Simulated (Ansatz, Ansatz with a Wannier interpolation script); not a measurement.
# G0W0 band structure of WS2 (Tungstenite), part 2 of 2

Aim: the G0W0 bands of WS2 (Tungstenite) along the symmetry lines, with the gap off the mesh.

Ansatz 0.2.0; LDA, Wannier functions and G0W0, plane waves, PAW. Known limits of the many-body steps: not at the basis limit; no spin-orbit coupling; coarse k mesh.

So far. Step 2 (LDA bands): The gap is indirect, with the least direct gap 0.74 eV higher. Step 3 (Wannier functions (S:3p W:5d) on 12×12×4): Near the gap the model misses directly solved bands by 0.6 meV r.m.s. and by 4 meV at most in the window tested. This tests the starting bands, not the corrections carried with them.

The database entry behind the starting cell differs from later determinations by our own check (an axis about 1.4 % long against later determinations), so it need not match the best structure at ambient conditions.

## (4) G0W0 at every point of the mesh: 6×6×2 mesh, 456 empty bands, screening to 150 eV

G0W0 replaces the xc potential by the self-energy, built once from these orbitals. Only a window of levels is corrected, while the sums run over the empty bands that the input names.

This step: G0W0 on LDA, plane waves, PAW.

The input, input.yaml:

```yaml
crystal:
  lattice:
    - [3.18, 0.0, 0.0]
    - [-1.59, 2.753960784, 0.0]
    - [0.0, 0.0, 12.5]
  atoms:
    - { symbol: W, position: [0.3333333333, 0.6666666667, 0.25] }
    - { symbol: W, position: [0.6666666667, 0.3333333333, 0.75] }
    - { symbol: S, position: [0.3333333333, 0.6666666667, 0.625] }
    - { symbol: S, position: [0.6666666667, 0.3333333333, 0.125] }
    - { symbol: S, position: [0.3333333333, 0.6666666667, 0.875] }
    - { symbol: S, position: [0.6666666667, 0.3333333333, 0.375] }
kpoints:
  mp_grid: { grid: [6, 6, 2] }
hamiltonian:
  xc: lda
scf:
  occupations: { method: fixed }
gw:
  n_empty_bands: 456
  ecut_chi: 150.0
  qp_bands: [v14, c6]
  screening: { model: contour_deformation }
```

Started as:

```
$ ansatz run input.yaml --threads 3 --pin off --max-ram 64512MiB --backend cuda --events-out ev --progress --plain --runs-dir out --devices 1 --max-vram 24GiB  # rebuilt from the run's record
```

Numbers of over 12 decimals in the logs are rounded to 6 here.

Output:

```text
GPUs: using 1 of 1 available (devices: 1).
[...]
GPU FFT provider: cuFFT
GPU libraries: cuBLAS 13.8.2, cuFFT 12.4.0, cuSOLVER 12.3.4
Crystal: 6 atoms, lattice volume = 109.470 Å³
Basis set: ecut = 420 eV, 2129 PW (Γ)
Bands: 32, of which v1, the nominal top of the filled ones, is band 26 counted from 1 (25 counted from 0)
Symmetry: 24 space group operations
[...]
k-points: 14 of 72
[...]
GPU buffer pool allocated for 51840 grid points (all kernels)
[...]
SCF iter   1: F=—  HF=-23743.320630 eV  |F-HF|=—  |Δ(HF+E_count)|=         —  Δρ=1.01e-2  dr2=1.87e-1  ethr=1.77e-3  ⟨swp⟩=5.0  Hψ=1820  notcnv=0  defer=35
[...]
SCF iter   7: F=-23743.292172 eV  HF=-23743.292172 eV  |F-HF|=2.51e-10  |Δ(HF+E_count)|=   5.05e-8  Δρ=2.64e-6  dr2=9.81e-9  ethr=1.92e-10  ⟨swp⟩=5.6  Hψ=1516  notcnv=0
SCF 1 converged in 7 iterations: F = -23743.292172 eV  dr2 = 9.81e-9
[...]
G₀W₀ screening: q 1/14
[... further progress lines ...]
SCF converged after 7 iterations
Free energy (F): -23743.292172 eV
[...]
Internal energy: -23743.292172 eV  (E = F + TS)
E sigma→0 (E₀):  -23743.292172 eV
Fermi energy:    10.993321 eV
[...]
--- Band table (eV; the first three rows and the last of 14) ---
  k-point 0: bands = [... 22 lower, 8.7348, 9.4764, 9.8464, 10.9933, 13.2212, 13.2212, 13.2289, 13.2289, ... 2 higher]
  k-point 1: bands = [... 22 lower, 8.7136, 8.7136, 10.6876, 10.6876, 13.2184, 13.2184, 13.2184, 13.2184, ... 2 higher]
  k-point 2: bands = [... 22 lower, 8.6997, 9.5679, 9.7864, 10.1795, 12.5158, 12.9785, 13.0375, 13.1764, ... 2 higher]
  k-point 13: bands = [... 22 lower, 7.9975, 7.9975, 10.3103, 10.3103, 12.1222, 12.1222, 13.5523, 13.5523, ... 2 higher]
--- G₀W₀: contour deformation, 7 samples at zero and on the imaginary axis and 3 off it, 72 q-points, 456 empty bands' worth ---
  eigenvalues of the whole cell's RPA ε∞ on this k-mesh (on a slab, of 1 + 4πα/V) = 5.7531, 14.3561, 14.3561; static W/v taken at q = 0 is 0.071620
  bands read: the sum over 482 bands ends inside a degenerate multiplet in 1 slot, whose members it reads at an even weight; the widest, k=12: bands 482 to 483 (counted from 1) at 1/2 each
    ik  band        ε_KS         Σx   Σc(E_QP)       V_xc       Z   E_QP_lin       E_QP  E_QP is
     0    13      3.5104   -18.9706     4.5926   -14.1950  0.6760     3.3276     3.3274  root
     0    14      4.4579   -19.5932     4.0475   -15.3696  0.7005     4.2804     4.2818  root
     0    15      7.2953   -17.3948     2.8762   -14.1023  0.7095     6.8737     6.8790  root
     0    16      7.4616   -20.3747     2.3611   -17.8833  0.7163     7.3308     7.3313  root
     0    17      7.4616   -20.3747     2.3611   -17.8833  0.7163     7.3308     7.3313  root
     0    18      7.4728   -20.3742     2.3463   -17.9004  0.7167     7.3448     7.3453  root
     0    19      7.4728   -20.3742     2.3463   -17.9004  0.7167     7.3448     7.3453  root
     0    20      8.6924   -20.2397     1.5367   -18.5316  0.7484     8.5205     8.5210  root
     0    21      8.6924   -20.2397     1.5367   -18.5316  0.7484     8.5205     8.5210  root
     0    22      8.7348   -20.2871     1.5008   -18.6222  0.7492     8.5703     8.5708  root
     0    23      8.7348   -20.2871     1.5008   -18.6222  0.7492     8.5703     8.5708  root
     0    24      9.4764   -18.6587     1.9799   -16.2740  0.7513     9.0686     9.0715  root
     0    25      9.8464   -18.1087     0.8222   -17.2248  0.7476     9.7846     9.7847  root
     0    26     10.9933   -19.4301     0.3334   -19.0551  0.7519    10.9516    10.9516  root
[...]
13    28     12.1222   -15.6906    -4.0140   -20.1947  0.7531    12.6159    12.6122  root
    13    29     13.5523   -11.9097    -4.6696   -17.0815  0.7588    14.0599    14.0545  root
    13    30     13.5523   -11.9097    -4.6696   -17.0815  0.7588    14.0599    14.0545  root
    13    31     14.3371   -14.8455    -5.2258   -20.5066  0.7101    14.7807    14.7724  root
    13    32     14.3371   -14.8455    -5.2258   -20.5066  0.7101    14.7807    14.7724  root
```

It took 70 s on 1 × NVIDIA H100 80GB HBM3 (shared by 3 runs) with 3 threads of AMD EPYC 7R13 (Zen 3), shared host; peak memory 1.6 GiB; 1.8 min of CPU time.

Numbers from this step:

- bands summed: 482
- RPA ε∞ on this mesh (eigenvalues): 5.753, 14.36, 14.36
- plane waves in the screening matrix: 463
- q-points in the mesh: 72
- G0W0 gap on the mesh: 1.402 eV
- k of the valence top: 0, 0, 0
- k of the conduction bottom: 0.1667, 0.1667, 0
- starting gap on the mesh: 0.9711 eV
- Z at the valence top: 0.7519
- Z at the conduction bottom: 0.7639
- least direct G0W0 gap on the computed points: 2.212 eV

The gap on the mesh goes from 0.97 eV to 1.40 eV, a correction of +0.43 eV. Between the two edge states, bare exchange in place of the xc potential would open the gap by 4.66 eV, and correlation takes back 4.23 eV.

## (5) Interpolating the corrections

A script adds the corrections, carried to the Wannier functions and back, to the LDA levels, along the path and on a 26×26×4 mesh.

```
G0W0 gap over the zone     : 1.398 eV
valence top at             : Γ
starting gap over the zone : 0.9644 eV
least direct G0W0 gap      : 2.212 eV
G0W0 gap on the mesh       : 1.402 eV
valence width, start       : 7.483 eV
valence width, G0W0        : 7.624 eV
gap by a rigid shift       : 1.395 eV
```

Levels solved directly plus the interpolated quasiparticle correction. Limits: finite bands, cutoff and mesh; no spin-orbit coupling. Quasiparticle bands along the path, in eV, zero at the valence-band top of each set:

| point | band 23 | band 24 | band 25 | band 26 | band 27 | band 28 |
| --- | --- | --- | --- | --- | --- | --- |
| Γ | -2.38 | -1.88 | -1.17 | 0.00 | 2.75 | 2.75 |
| halfway | -2.83 | -2.18 | -1.63 | -1.49 | 1.75 | 2.30 |
| M | -2.27 | -2.10 | -1.85 | -1.63 | 2.76 | 2.80 |
| halfway | -3.21 | -2.91 | -1.28 | -1.02 | 2.30 | 2.37 |
| K | -3.18 | -3.18 | -0.74 | -0.55 | 1.66 | 1.66 |
| halfway | -2.42 | -2.12 | -1.57 | -1.52 | 1.40 | 2.25 |
| Γ | -2.38 | -1.88 | -1.17 | 0.00 | 2.75 | 2.75 |
| halfway | -2.39 | -2.39 | -0.78 | -0.09 | 2.75 | 2.75 |
| A | -2.41 | -2.41 | -0.35 | -0.35 | 2.74 | 2.74 |
| halfway | -2.60 | -2.60 | -1.54 | -1.54 | 2.18 | 2.18 |
| L | -2.18 | -2.18 | -1.73 | -1.73 | 2.78 | 2.78 |
| halfway | -3.12 | -3.12 | -1.14 | -1.14 | 2.33 | 2.33 |
| H | -3.32 | -3.32 | -0.66 | -0.66 | 1.66 | 1.66 |
| halfway | -2.32 | -2.32 | -1.54 | -1.54 | 1.80 | 1.80 |
| A | -2.41 | -2.41 | -0.35 | -0.35 | 2.74 | 2.74 |
| jump to L | -2.18 | -2.18 | -1.73 | -1.73 | 2.78 | 2.78 |
| halfway | -2.25 | -2.12 | -1.81 | -1.66 | 2.76 | 2.79 |
| M | -2.27 | -2.10 | -1.85 | -1.63 | 2.76 | 2.80 |
| jump to H | -3.32 | -3.32 | -0.66 | -0.66 | 1.66 | 1.66 |
| halfway | -3.25 | -3.25 | -0.72 | -0.58 | 1.66 | 1.66 |
| K | -3.18 | -3.18 | -0.74 | -0.55 | 1.66 | 1.66 |

The same for LDA:

| point | band 23 | band 24 | band 25 | band 26 | band 27 | band 28 |
| --- | --- | --- | --- | --- | --- | --- |
| Γ | -2.26 | -1.52 | -1.15 | 0.00 | 2.23 | 2.23 |
| M | -1.97 | -1.81 | -1.65 | -1.50 | 2.15 | 2.19 |
| K | -2.86 | -2.86 | -0.76 | -0.59 | 1.13 | 1.13 |
| Γ | -2.26 | -1.52 | -1.15 | 0.00 | 2.23 | 2.23 |
| A | -2.28 | -2.28 | -0.31 | -0.31 | 2.23 | 2.23 |
| L | -1.89 | -1.89 | -1.56 | -1.56 | 2.17 | 2.17 |
| H | -3.00 | -3.00 | -0.68 | -0.68 | 1.13 | 1.13 |
| A | -2.28 | -2.28 | -0.31 | -0.31 | 2.23 | 2.23 |
| L | -1.89 | -1.89 | -1.56 | -1.56 | 2.17 | 2.17 |
| M | -1.97 | -1.81 | -1.65 | -1.50 | 2.15 | 2.19 |
| H | -3.00 | -3.00 | -0.68 | -0.68 | 1.13 | 1.13 |
| K | -2.86 | -2.86 | -0.76 | -0.59 | 1.13 | 1.13 |

Wannier model on a dense mesh, Gaussian width 0.15 eV. Limits: finite bands, cutoff and mesh; no spin-orbit coupling. Table of density of states by energy, zero at the valence-band top of each set; read off at these points; values in states/eV/cell:

| energy (eV) | G0W0 | LDA |
| --- | --- | --- |
| -8.000 | 2.1e-5 | 0 |
| -7.750 | 0.0223 | 0.00107 |
| -7.500 | 0.451 | 0.0666 |
| -7.250 | 1.78 | 0.728 |
| -7.000 | 2.71 | 2.10 |
| -6.750 | 4.15 | 2.97 |
| -6.500 | 5.42 | 4.85 |
| -6.250 | 4.44 | 5.09 |
| -6.000 | 3.68 | 3.92 |
| -5.750 | 2.83 | 3.16 |
| -5.500 | 4.38 | 2.78 |
| -5.250 | 5.89 | 4.47 |
| -5.100 | 6.18 | 5.24 |
| -5.000 | 5.66 | 6.02 |
| -4.750 | 3.22 | 5.40 |
| -4.500 | 4.25 | 3.03 |
| -4.250 | 7.54 | 4.62 |
| -4.200 | 7.67 | 5.18 |
| -4.000 | 4.44 | 7.68 |
| -3.750 | 2.95 | 4.63 |
| -3.500 | 3.38 | 3.13 |
| -3.250 | 6.05 | 3.44 |
| -3.100 | 8.47 | 3.62 |
| -3.000 | 8.17 | 4.79 |
| -2.750 | 5.68 | 7.37 |
| -2.500 | 4.89 | 5.95 |
| -2.250 | 2.76 | 4.88 |
| -2.000 | 1.57 | 3.38 |
| -1.750 | 3.41 | 3.47 |
| -1.500 | 5.30 | 5.96 |
| -1.250 | 3.29 | 4.02 |
| -1.000 | 1.96 | 2.23 |
| -0.750 | 1.15 | 1.24 |
| -0.500 | 0.437 | 0.434 |
| -0.250 | 0.219 | 0.242 |
| 0.000 | 0.0570 | 0.0614 |
| 0.250 | 0.00119 | 0.00127 |
| 0.500 | 0 | 0 |
| 0.750 | 0 | 0.0125 |
| 1.000 | 2.7e-5 | 0.431 |
| 1.250 | 0.0406 | 1.89 |
| 1.500 | 0.630 | 3.28 |
| 1.750 | 2.00 | 5.12 |
| 2.000 | 3.20 | 8.79 |
| 2.100 | 3.69 | 9.14 |
| 2.250 | 4.95 | 8.70 |
| 2.500 | 8.04 | 7.70 |

Corrections by starting level (eV, on the run's own energy scale, so only their differences matter):

| start | correction |
| --- | --- |
| -7.48 | −0.18 |
| -6.44 | −0.18 |
| -5.87 | −0.30 |
| -5.01 | −0.26 |
| -4.51 | −0.16 |
| -3.78 | −0.27 |
| -3.32 | −0.32 |
| -2.85 | −0.19 |
| -2.28 | −0.17 |
| -1.89 | −0.34 |
| -1.20 | −0.07 |
| -0.58 | −0.01 |
| 0.97 | +0.39 |
| 1.61 | +0.44 |
| 2.06 | +0.55 |
| 2.24 | +0.48 |
| 2.56 | +0.50 |
| 3.34 | +0.44 |

## (6) LDA+SOC bands, for comparison

Spin-orbit coupling can split or shift the edges; a non-collinear run measures by how much.

This step: DFT, LDA with spin-orbit coupling, plane waves, PAW.

input.yaml, the sections that differ from step 4:

```yaml
kpoints:
  mp_grid: { grid: [6, 6, 2] }
  band_path:
    path:
      - [[0.0, 0.0, 0.0], [0.5, 0.0, 0.0], [0.33333333, 0.33333333, 0.0], [0.0, 0.0, 0.0], [0.0, 0.0, 0.5], [0.5, 0.0, 0.5], [0.33333333, 0.33333333, 0.5], [0.0, 0.0, 0.5]]
      - [[0.5, 0.0, 0.5], [0.5, 0.0, 0.0]]
      - [[0.33333333, 0.33333333, 0.5], [0.33333333, 0.33333333, 0.0]]
    npoints: 10
scf:
  occupations: { method: fermi_dirac, width: 0.02 }
  n_extra_bands: 12
magnetization:
  noncollinear: true
  spin_orbit: true
output:
  eigenvalues: true
# crystal, hamiltonian: as in step 4
# gw: removed
```

Output:

```text
[...]
GPUs: using 1 of 1 available (devices: 1).
[...]
non-collinear run that drives no moment, with spin-orbit: no starting moment large enough to seed its density (crystal.atoms[].spin), no starting occupations that ask for one, no magnetisation constraint and no magnetic field, so the semilocal B_xc is pinned to zero
[...]
GPU FFT provider: cuFFT
GPU libraries: cuBLAS 13.8.2, cuFFT 12.4.0, cuSOLVER 12.3.4
Crystal: 6 atoms, lattice volume = 109.470 Å³
Basis set: ecut = 420 eV, 2129 PW (Γ)
Bands: 64, of which v1, the nominal top of the filled ones, is band 52 counted from 1 (51 counted from 0)
Symmetry: 24 space group operations + 24 with time reversal
[...]
k-points: 14 of 72
Projection manifold: j_resolved (fully-relativistic pseudo-atomic orbitals)
[...]
GPU buffer pool allocated for 51840 grid points (all kernels)
[...]
SCF iter   1: F=—  HF=-23791.466306 eV  |F-HF|=—  |Δ(HF+E_count)|=         —  Δρ=3.93e-2  dr2=3.10e0  dr2_m=0.00e0 (ungated)  ethr=3.10e-3  |M|=0.00e0 ∫|m|=0.00e0 μB  |m|>n=0.0e0 m-floor=0.0e0 τ_xc=0.0e0  β_m=0.30  ⟨swp⟩=6.0  Hψ=2159  notcnv=0
[...]
spin=Noncollinear: Resta preconditioning applied to the charge; magnetization (m_x, m_y, m_z) channels mix plain (no charge-response kernel on spin).
SCF iter   2: F=—  HF=-23791.026287 eV  |F-HF|=—  |Δ(HF+E_count)|=   4.40e-1  Δρ=2.89e-2  dr2=1.64e0  dr2_m=0.00e0 (ungated)  ethr=3.10e-3  |M|=0.00e0 ∫|m|=0.00e0 μB  |m|>n=0.0e0 m-floor=0.0e0 τ_xc=0.0e0  β_m=0.65  ⟨swp⟩=1.0  Hψ=518  notcnv=0
[...]
SCF iter   9: F=-23790.549594 eV  HF=-23790.549594 eV  |F-HF|=3.11e-9  |Δ(HF+E_count)|=   1.71e-7  Δρ=2.43e-6  dr2=1.01e-8  dr2_m=0.00e0 (ungated)  ethr=1.92e-10  |M|=0.00e0 ∫|m|=0.00e0 μB  |m|>n=0.0e0 m-floor=0.0e0 τ_xc=0.0e0  ⟨swp⟩=9.7  Hψ=1567  notcnv=0
SCF 1 converged in 9 iterations: F = -23790.549594 eV  dr2 = 1.01e-8
[...]
SCF converged after 9 iterations
Magnetization: |M| = 0.0000 μB,  M = (+0.0000, +0.0000, +0.0000) μB
Absolute magnetization: 0.0000 μB (∫|m|)
  site 0: m = (+0.0000, +0.0000, +0.0000) μB, |m| = 0.0000 μB  (R = 0.99 Å)
  site 1: m = (+0.0000, +0.0000, +0.0000) μB, |m| = 0.0000 μB  (R = 0.99 Å)
  site 2: m = (+0.0000, +0.0000, +0.0000) μB, |m| = 0.0000 μB  (R = 0.99 Å)
  site 3: m = (+0.0000, +0.0000, +0.0000) μB, |m| = 0.0000 μB  (R = 0.99 Å)
  site 4: m = (+0.0000, +0.0000, +0.0000) μB, |m| = 0.0000 μB  (R = 0.99 Å)
  site 5: m = (+0.0000, +0.0000, +0.0000) μB, |m| = 0.0000 μB  (R = 0.99 Å)
Free energy (F): -23790.549594 eV
[...]
Internal energy: -23790.549594 eV  (E = F + TS)
E sigma→0 (E₀):  -23790.549594 eV
Fermi energy:    11.457397 eV
[...]
--- Band table (eV; the first three rows and the last of 14) ---
  k-point 0: bands = [... 48 lower, 9.8865, 9.8865, 11.0138, 11.0138, 13.1412, 13.1412, 13.1595, 13.1595, ... 8 higher]
  k-point 1: bands = [... 48 lower, 10.7078, 10.7078, 10.7078, 10.7078, 13.1474, 13.1474, 13.1474, 13.1474, ... 8 higher]
  k-point 2: bands = [... 48 lower, 9.8099, 9.8099, 10.1979, 10.1979, 12.4796, 12.4796, 12.9132, 12.9132, ... 8 higher]
  k-point 13: bands = [... 48 lower, 10.1055, 10.1055, 10.5339, 10.5339, 12.0872, 12.0872, 12.1177, 12.1177, ... 8 higher]
```

Wall time 5.8 s (1 × NVIDIA H100 80GB HBM3 (shared by 3 runs) with 3 threads); peak memory 1.4 GiB.

This step gave:

```yaml
filled_bands: 52
gap: 0.9230 eV
valence_top_at: Γ
conduction_bottom_at: k = (0.167, 0.167, 0.000)
least_direct_gap: 1.518 eV
```

The gap stands −0.05 eV against LDA.

Electronic bands along the path, in eV, zero at the top of the highest nominally filled band:

| point | band 49 | band 50 | band 51 | band 52 | band 53 | band 54 | band 55 | band 56 |
| --- | --- | --- | --- | --- | --- | --- | --- | --- |
| Γ | -1.13 | -1.13 | 0.00 | 0.00 | 2.13 | 2.13 | 2.15 | 2.15 |
| halfway | -1.58 | -1.58 | -1.45 | -1.45 | 1.26 | 1.26 | 1.79 | 1.79 |
| M | -1.57 | -1.57 | -1.48 | -1.48 | 2.04 | 2.04 | 2.08 | 2.08 |
| halfway | -1.33 | -1.33 | -0.92 | -0.92 | 1.69 | 1.69 | 1.92 | 1.92 |
| K | -0.92 | -0.92 | -0.45 | -0.45 | 1.07 | 1.07 | 1.10 | 1.10 |
| halfway | -1.63 | -1.63 | -1.41 | -1.41 | 0.92 | 0.92 | 1.73 | 1.73 |
| Γ | -1.13 | -1.13 | 0.00 | 0.00 | 2.13 | 2.13 | 2.15 | 2.15 |
| halfway | -0.71 | -0.71 | -0.07 | -0.07 | 2.13 | 2.13 | 2.14 | 2.14 |
| A | -0.31 | -0.31 | -0.31 | -0.31 | 2.13 | 2.13 | 2.13 | 2.13 |
| halfway | -1.48 | -1.48 | -1.48 | -1.48 | 1.61 | 1.61 | 1.61 | 1.61 |
| L | -1.53 | -1.53 | -1.53 | -1.53 | 2.06 | 2.06 | 2.06 | 2.06 |
| halfway | -1.28 | -1.28 | -0.94 | -0.94 | 1.71 | 1.71 | 1.91 | 1.91 |
| H | -0.91 | -0.91 | -0.48 | -0.48 | 1.07 | 1.07 | 1.10 | 1.10 |
| halfway | -1.64 | -1.64 | -1.41 | -1.41 | 1.17 | 1.17 | 1.45 | 1.45 |
| A | -0.31 | -0.31 | -0.31 | -0.31 | 2.13 | 2.13 | 2.13 | 2.13 |
| jump to L | -1.53 | -1.53 | -1.53 | -1.53 | 2.06 | 2.06 | 2.06 | 2.06 |
| halfway | -1.56 | -1.56 | -1.49 | -1.49 | 2.04 | 2.04 | 2.07 | 2.07 |
| M | -1.57 | -1.57 | -1.48 | -1.48 | 2.04 | 2.04 | 2.08 | 2.08 |
| jump to H | -0.91 | -0.91 | -0.48 | -0.48 | 1.07 | 1.07 | 1.10 | 1.10 |
| halfway | -0.91 | -0.91 | -0.47 | -0.47 | 1.07 | 1.07 | 1.10 | 1.10 |
| K | -0.92 | -0.92 | -0.45 | -0.45 | 1.07 | 1.07 | 1.10 | 1.10 |

## (7) Results

```json
{
  "LDA gap": "0.96 eV",
  "G0W0 gap over the zone": "1.40 eV, indirect",
  "least direct G0W0 gap, in the model": "2.21 eV",
  "with the spin-orbit change": "1.35 eV",
  "GW settings": "6×6×2 mesh, 456 empty bands, screening to 150 eV",
  "known limits": "not at the basis limit; no spin-orbit coupling; coarse k mesh"
}
```

In words: The Wannier model follows the LDA bands to under 1 meV r.m.s. near the gap. The G0W0 gap over the zone is 1.40 eV, indirect, from Γ to k = (0.172, 0.172, 0.000); on the mesh alone it is 1.40 eV, nearly the same. The valence width in the model goes from 7.48 eV to 7.62 eV. LDA+SOC gives a gap of 0.92 eV on the same path, a spin-orbit change of −0.05 eV that would bring the G0W0 gap to 1.35 eV. Bands and cutoff are finite, so the gap is not at the basis limit. The miss can reach some tenths of an eV and take either sign; the mesh is an error of its own. Above the frozen window of the model the interpolated levels need not meet the computed ones, even at points of the mesh. The 6×6×2 mesh is coarse for this cell (its supercell is 19 Å along the shortest edge). The RPA ε∞ on it, from the LDA start, is 5.75 and 14.36; such meshes misread the long-range screening, most where the gap is narrow.

[Paths, hosts, dates, memory and timing lines, banners, echoed tables and standing remarks are left out of the program output.]

[Logs are printed without paths, hosts, clocks, repeated set-up lines and the standing remarks that a program may print on its own settings, such as how far it seeks lower states.]

[Runs of the session that timed out or met a known fault of the program may be left out.]

[Hosts, paths, dates, database ids (printed as entryN), source tags and the programs' standing remarks are cut or masked in the printed files.]
